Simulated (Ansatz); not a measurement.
# The 3-layer 2H-MoS2 (2H stacking) between two gates, part 3 of 4

How do the bands of the 3-layer 2H-MoS2 (2H stacking) follow a displacement field between two gates?

Ansatz 0.2.0; plane-wave DFT, r2SCAN-D4, Ansatz PAW (the session's first sound run).

So far, gap along the path (eV): step 3 (gated layer, displacement field 0) 1.18; step 4 (displacement field 0.543 V/nm) 1.12; step 5 (displacement field 1.09 V/nm) 1.05.

### 6. Gated layer, displacement field 2.17 V/nm

input.yaml

```yaml
crystal:
  lattice:
    - [3.1741942132, 0.0, 0.0]
    - [-1.5870971066, 2.7489328252, 0.0]
    - [0.0, 0.0, 61.404368226]
  atoms:
    - { symbol: S, position: [0.3333333333, 0.6666666667, 0.3729376372] }
    - { symbol: Mo, position: [0.0, 0.0, 0.3982382266] }
    - { symbol: S, position: [0.3333333333, 0.6666666667, 0.4235381573] }
    - { symbol: S, position: [0.0, 0.0, 0.4747058306] }
    - { symbol: Mo, position: [0.3333333333, 0.6666666667, 0.5] }
    - { symbol: S, position: [0.0, 0.0, 0.5252941694] }
    - { symbol: S, position: [0.3333333333, 0.6666666667, 0.5764618427] }
    - { symbol: Mo, position: [0.0, 0.0, 0.6017617734] }
    - { symbol: S, position: [0.3333333333, 0.6666666667, 0.6270623628] }
  periodic: [true, true, false]
  symmetry: { detect: true }
kpoints:
  mp_grid: { grid: [30, 30, 1] }
  band_path:
    path: [[0, 0, 0], [0.5, 0, 0], [0.33333333, 0.33333333, 0], [0, 0, 0]]
    npoints: 16
hamiltonian:
  xc: r2scan
  dispersion: d4
scf:
  occupations: { method: fermi_dirac, width: 0.02585 }
  convergence: { dr2_threshold: 1.0e-10 }
output:
  forces: true
  eigenvalues: true
  dos: { projected: true, e_range: [-3, 3], de: 0.01 }
  write_potential: true
  write_density: true
  volumetric_format: npy
  elf: true
external_charges:
  - { charge: 0, barrier: 10, axis: 3, height: 41.004, sigma: 0.25 }
  - { charge: -0.010471, axis: 3, height: 42.504, sigma: 0.33 }
  - { charge: 0, barrier: 10, axis: 3, height: 20.4, sigma: 0.25 }
  - { charge: 0.010471, axis: 3, height: 18.9, sigma: 0.33 }
```

Launch:

```bash
$ ansatz run input.yaml --threads 4 --pin off --max-ram 12288MiB --backend cpu --events-out ev --progress --plain --runs-dir out
```

Numbers of over 12 decimals in the logs are rounded to 6 here.

Log:

```text
[...]
Crystal: 9 atoms, lattice volume = 535.793 Å³
Basis set: ecut = 500 eV, 13549 PW (Γ), exchange–correlation on 96×96×1800 points (64 copies of the dense FFT grid, shifted against one another)
Bands: 48, of which v1, the nominal top of the filled ones, is band 39 counted from 1 (38 counted from 0)
Symmetry: 6 space group operations
k-points: 91 of 900 (time reversal used)
[...]
--- Band table (eV; the first three rows and the last of 91) ---
  k-point 0: bands = [... 35 lower, -7.0986, -6.2265, -5.7088, -5.3223, -3.2538, -3.2538, -3.0323, -3.0323, ... 5 higher]
  k-point 1: bands = [... 35 lower, -7.0039, -6.2279, -5.7228, -5.3462, -3.2761, -3.2220, -3.0580, -3.0337, ... 5 higher]
  k-point 2: bands = [... 35 lower, -6.8626, -6.2359, -5.7687, -5.4193, -3.3309, -3.1599, -3.1315, -3.0900, ... 5 higher]
  k-point 90: bands = [... 35 lower, -7.9935, -6.2508, -6.0124, -5.7585, -4.4437, -4.2059, -3.9604, -3.1076, ... 5 higher]
[key lines of the parts left out:]
SCF converged after 28 iterations
Free energy (F): -20347.589921 eV
Fermi energy:    -4.882834 eV
```

Elapsed: 6.3 min, on 4 threads of Intel Xeon Platinum 8259CL at 2.50GHz (Skylake/Cascade Lake), shared host; peak memory 3.3 GiB; 25 min of CPU time.

The density of states has structure finer than the step of the table below, so its rows give means over 0.1 eV, whole bins alone (the curve runs from -3 to 1.72 eV). Peaks (eV: height): -2.97: 9.91, -2.82: 13.6, -1.95: 9.71, -1.69: 9.73, 1.30: 18.1, 1.41: 13.6, 1.56: 23.6.

Table of density of states by energy, zero at the Fermi level of the run, which the smearing sets inside the gap; means over each step:

energy (eV), density of states (states/eV a cell) and a bar:
```
     -2.9        7.9 ##################
     -2.8        9.6 #####################
     -2.7        7.8 ##################
     -2.6        7.6 #################
     -2.5        7.1 ################
     -2.4        5.1 ###########
     -2.3        5.3 ############
     -2.2        7.3 ################
     -2.1        5.8 #############
     -2.0        6.7 ###############
     -1.9        8.2 ##################
     -1.8        7.5 #################
     -1.7        7.9 ##################
     -1.6        6.2 ##############
     -1.5        5.6 #############
     -1.4        5.0 ###########
     -1.3        3.2 #######
     -1.2        2.4 #####
     -1.1        1.6 ####
     -1.0        1.3 ###
     -0.9        1.1 ###
     -0.8        0.4 #
     -0.7        0.3 #
     -0.6        0.3 #
     -0.5        0.3 #
     -0.4        0.0 
     -0.3        0.0 
     -0.2        0.0 
     -0.1        0.0 
      0.0        0.0 
      0.1        0.0 
      0.2        0.0 
      0.3        0.0 
      0.4        0.0 
      0.5        0.3 #
      0.6        0.4 #
      0.7        2.0 ####
      0.8        3.2 #######
      0.9        4.8 ###########
      1.0        7.5 #################
      1.1        6.9 ################
      1.2        6.9 ###############
      1.3       11.5 ##########################
      1.4       11.2 #########################
      1.5       13.4 ##############################
      1.6       12.2 ###########################
```

The gap, the smaller of path and mesh, is 0.879 eV.

### 7. Gated layer, displacement field 4.34 V/nm

input.yaml, as its differences from that of step 6:

```diff
@@ -38,4 +38,4 @@
   - { charge: 0, barrier: 10, axis: 3, height: 41.004, sigma: 0.25 }
-  - { charge: -0.010471, axis: 3, height: 42.504, sigma: 0.33 }
+  - { charge: -0.020942, axis: 3, height: 42.504, sigma: 0.33 }
   - { charge: 0, barrier: 10, axis: 3, height: 20.4, sigma: 0.25 }
-  - { charge: 0.010471, axis: 3, height: 18.9, sigma: 0.33 }
+  - { charge: 0.020942, axis: 3, height: 18.9, sigma: 0.33 }
```

Log:

```text
[...]
Crystal: 9 atoms, lattice volume = 535.793 Å³
Basis set: ecut = 500 eV, 13549 PW (Γ), exchange–correlation on 96×96×1800 points (64 copies of the dense FFT grid, shifted against one another)
Bands: 48, of which v1, the nominal top of the filled ones, is band 39 counted from 1 (38 counted from 0)
Symmetry: 6 space group operations
k-points: 91 of 900 (time reversal used)
[...]
--- Band table (eV; the first three rows and the last of 91) ---
  k-point 0: bands = [... 35 lower, -7.0455, -6.3316, -5.7128, -5.1751, -3.4987, -3.4987, -3.2453, -3.2453, ... 5 higher]
  k-point 1: bands = [... 35 lower, -6.9118, -6.3285, -5.7273, -5.1963, -3.5214, -3.4670, -3.2866, -3.2658, ... 5 higher]
  k-point 2: bands = [... 35 lower, -6.7773, -6.3239, -5.7740, -5.2612, -3.5780, -3.4003, -3.3792, -3.3223, ... 5 higher]
  k-point 90: bands = [... 35 lower, -7.7621, -6.4920, -6.0165, -5.5249, -4.6871, -4.2098, -3.7247, -3.2837, ... 5 higher]
[key lines of the parts left out:]
SCF converged after 25 iterations
Free energy (F): -20347.562364 eV
Fermi energy:    -4.929356 eV
```

The job ended after 6.7 min (4 threads; peak memory 3.3 GiB).

Running mean over a fixed 2.6 Å (it still follows the layers) of the planar mean; beyond a gate it holds the 10 eV model barrier. The electron's electrostatic potential energy less the Fermi level by z:

```
z (Å)  electron's electrostatic potential energy less the Fermi level (eV)
    6                                                                 13.1
    8                                                                 13.1
   10                                                                 13.1
   12                                                                 13.1
   14                                                                 13.1
   16                                                                 13.1
   18                                                                 13.1
   20                                                                 9.68
   22                                                                -1.23
   24                                                                -12.1
   26                                                                -6.30
   28                                                               -0.651
   30                                                                -11.4
   32                                                                -7.92
   34                                                               0.0463
   36                                                                -10.3
   38                                                                -9.24
   40                                                                 3.90
   42                                                                 15.0
   44                                                                 16.8
   46                                                                 16.8
   48                                                                 16.8
   50                                                                 16.8
   52                                                                 16.8
   54                                                                 16.8
   56                                                                 16.8
```

The gap, the smaller of path and mesh, is 0.488 eV.

### 8. The series together

This step: plane-wave DFT, r2SCAN-D4, Ansatz PAW; response to a displacement field between two gates (Ansatz 0.2.0).

The potential behind each gate is read from every run and counted from the uncharged case.

This step gave:

| Quantity | Value |
| --- | --- |
| electrostatic distance between the gates | 8.447 Å |
| geometric distance between the gates | 23.60 Å |

Electron's potential behind the upper gate less behind the lower, less the value without field. The step of the electron's potential energy between the gates by displacement field D/eps0:

```
displacement field D/eps0 (V/nm)  step of the electron's potential energy between the gates (eV)
                            0.00                                                               0
                            0.54                                                           0.459
                            1.09                                                           0.918
                            2.17                                                            1.84
                            4.34                                                            3.67
```

The smaller of the gaps on the path and on the k-mesh, counted as 0 under 0.03 eV. The gap by displacement field D/eps0:

```
displacement field D/eps0 (V/nm)  gap (eV)
                            0.00      1.18
                            0.54      1.12
                            1.09      1.05
                            2.17     0.879
                            4.34     0.488
```

By hand: 4.34 V/nm over the 23.60 Å between the sheets would give 10.25 V in vacuum; the run has 3.67 V, as over 8.45 Å.

### 9. A changed input: hamiltonian.dispersion = "d3bj" and scf.n_extra_bands = 32

This step: plane-wave DFT, r2SCAN-D4, Ansatz PAW, but for the change named below (Ansatz 0.2.0).

A run with a changed input: it repeats the earlier run at 0.543 V/nm with hamiltonian.dispersion from d4 to d3bj and scf.n_extra_bands to 32.

input.yaml, the sections that differ from step 7:

```yaml
hamiltonian:
  xc: r2scan
  dispersion: d3bj
scf:
  occupations: { method: fermi_dirac, width: 0.02585 }
  convergence: { dr2_threshold: 1.0e-10 }
  n_extra_bands: 32
output:
  forces: true
  eigenvalues: true
  write_potential: true
  write_density: true
  volumetric_format: npy
external_charges:
  - { charge: 0, barrier: 10, axis: 3, height: 41.004, sigma: 0.25 }
  - { charge: -0.002618, axis: 3, height: 42.504, sigma: 0.33 }
  - { charge: 0, barrier: 10, axis: 3, height: 20.4, sigma: 0.25 }
  - { charge: 0.002618, axis: 3, height: 18.9, sigma: 0.33 }
# crystal, kpoints: as in step 7
```

Log:

```text
Warning: the engine holds no damping parameters fitted to this dispersion correction and functional, so the run takes those fitted to r2scan beside the three-body term, which d3bj leaves out (hamiltonian.dispersion, under Limitations)
[...]
Crystal: 9 atoms, lattice volume = 535.793 Å³
Basis set: ecut = 500 eV, 13549 PW (Γ), exchange–correlation on 96×96×1800 points (64 copies of the dense FFT grid, shifted against one another)
Bands: 71, of which v1, the nominal top of the filled ones, is band 39 counted from 1 (38 counted from 0)
Symmetry: 6 space group operations
k-points: 91 of 900 (time reversal used)
[...]
SCF iter   1: F=—  HF=-20347.794519 eV  |F-HF|=—  |Δ(HF+E_count)|=         —  Δρ=5.60e-3  dr2=3.23e-1  dr2_τ=1.54e-1  ethr=1.77e-3  ⟨swp⟩=16.6  Hψ=65348  notcnv=0  defer=1578
[...]
SCF iter  17: F=-20347.922494 eV  HF=-20347.922494 eV  |F-HF|=1.11e-9  |Δ(HF+E_count)|=   1.04e-9  Δρ=7.46e-8  dr2=4.60e-11  dr2_τ=1.72e-12  ethr=1.00e-12  ⟨swp⟩=30.9  Hψ=84157  notcnv=0
SCF 1 converged in 17 iterations: F = -20347.922494 eV  dr2 = 4.60e-11
[...]
SCF converged after 17 iterations
Free energy (F): -20347.922494 eV
[...]
Internal energy: -20347.922494 eV  (E = F + TS)
E sigma→0 (E₀):  -20347.922494 eV
Fermi energy:    -4.823876 eV
[...]
--- Forces (eV/Å), atoms and charges each counted from 1 ---
  atom   1  S     -0.00000000    -0.00000000     0.08169828
  atom   2  Mo     0.00000000    -0.00000000     0.02070264
  atom   3  S      0.00000000    -0.00000000     0.01523699
  atom   4  S      0.00000000     0.00000000    -0.00416724
  atom   5  Mo     0.00000000     0.00000000    -0.00466386
  atom   6  S     -0.00000000     0.00000000     0.00884192
  atom   7  S      0.00000000    -0.00000000    -0.01069410
  atom   8  Mo    -0.00000000     0.00000000    -0.02812889
  atom   9  S      0.00000000    -0.00000000    -0.07670256
  external charge   1     0.00000000     0.00000000     0.08664871
  external charge   2     0.00000000     0.00000000    -0.00007128
  external charge   3     0.00000000     0.00000000    -0.08877493
  external charge   4     0.00000000     0.00000000     0.00007084
  max |Σ_I F_I| component, the external charges' with the atoms': 3.47e-6 eV/Å
--- Band table (eV; the first three rows and the last of 91) ---
  k-point 0: bands = [... 35 lower, -7.1191, -6.1835, -5.7034, -5.3811, -3.0719, -3.0719, -3.0192, -3.0192, ... 28 higher]
  k-point 1: bands = [... 35 lower, -7.0361, -6.1854, -5.7164, -5.4068, -3.0936, -3.0407, -3.0397, -2.9882, ... 28 higher]
  k-point 2: bands = [... 35 lower, -6.8988, -6.1941, -5.7596, -5.4859, -3.1473, -3.0891, -3.0252, -2.9786, ... 28 higher]
  k-point 90: bands = [... 35 lower, -8.1602, -6.0811, -6.0089, -5.9280, -4.2614, -4.2048, -4.1404, -3.0354, ... 28 higher]
```

It took 7.6 min on 4 threads; peak memory 4.4 GiB; 29 min of CPU time.

Numbers from this step:

- gap on the k-mesh: 1.120 eV
- gap along the path: 1.120 eV
- smallest direct gap along the path: 1.667 eV
- gap, the smaller of path and mesh: 1.120 eV
- potential beyond the upper barrier and gate, less the barrier, from the Fermi level: 5.053 eV

Electronic bands along the path, in eV, zero at the Fermi level of the run, which the smearing sets inside the gap:

```
  point  band 36  band 37  band 38  band 39  band 40  band 41  band 42  band 43
      Γ    -2.30    -1.36    -0.88    -0.56     1.75     1.75     1.80     1.80
halfway    -2.29    -1.94    -1.87    -1.80     1.01     1.25     1.29     1.37
      M    -2.17    -1.88    -1.82    -1.74     1.19     1.25     1.32     1.68
halfway    -3.00    -1.58    -1.51    -1.42     1.05     1.11     1.18     2.00
      K    -3.34    -1.26    -1.19    -1.10     0.56     0.62     0.68     1.79
halfway    -2.16    -2.03    -1.98    -1.91     0.71     0.95     1.20     1.40
      Γ    -2.30    -1.36    -0.88    -0.56     1.75     1.75     1.80     1.80
```

Force by atom:

```
atom  x (eV/Å)  y (eV/Å)  z (eV/Å)    size
  S1    0.0000    0.0000    0.0817  0.0817
 Mo2    0.0000    0.0000    0.0207  0.0207
  S3    0.0000    0.0000    0.0152  0.0152
  S4    0.0000    0.0000   -0.0042  0.0042
 Mo5    0.0000    0.0000   -0.0047  0.0047
  S6    0.0000    0.0000    0.0088  0.0088
  S7    0.0000    0.0000   -0.0107  0.0107
 Mo8    0.0000    0.0000   -0.0281  0.0281
  S9    0.0000    0.0000   -0.0767  0.0767
```

```
                                                                                quantity  this run  earlier run  difference
                                                                 gap along the path (eV)     1.120        1.120      1.0e-6
                                                 smallest direct gap along the path (eV)     1.667        1.667      2.0e-6
                                                                  gap on the k-mesh (eV)     1.120        1.120      1.5e-6
potential beyond the upper barrier and gate, less the barrier, from the Fermi level (eV)     5.053        5.053           0
```

Nothing in the table moves by 0.01 in its unit. The run took 17 SCF cycles against 15.

On this path the gap is indirect, 1.12 eV, with the valence top at Γ and the conduction bottom at K. The least direct gap is 1.67 eV.

(Continued in part 4 of 4.)

[Logs are printed without paths, hosts, clocks, repeated set-up lines and the standing remarks that a program may print on its own settings, such as how far it seeks lower states.]

[Hosts, paths, dates, database ids (printed as entryN), source tags and the programs' standing remarks are cut or masked in the printed files.]

[Maps of the electrostatic potential energy from Ansatz leave out the sawtooth potential of an applied field or a dipole correction, so their vacuum need not be flat; planar profiles and work functions include it.]
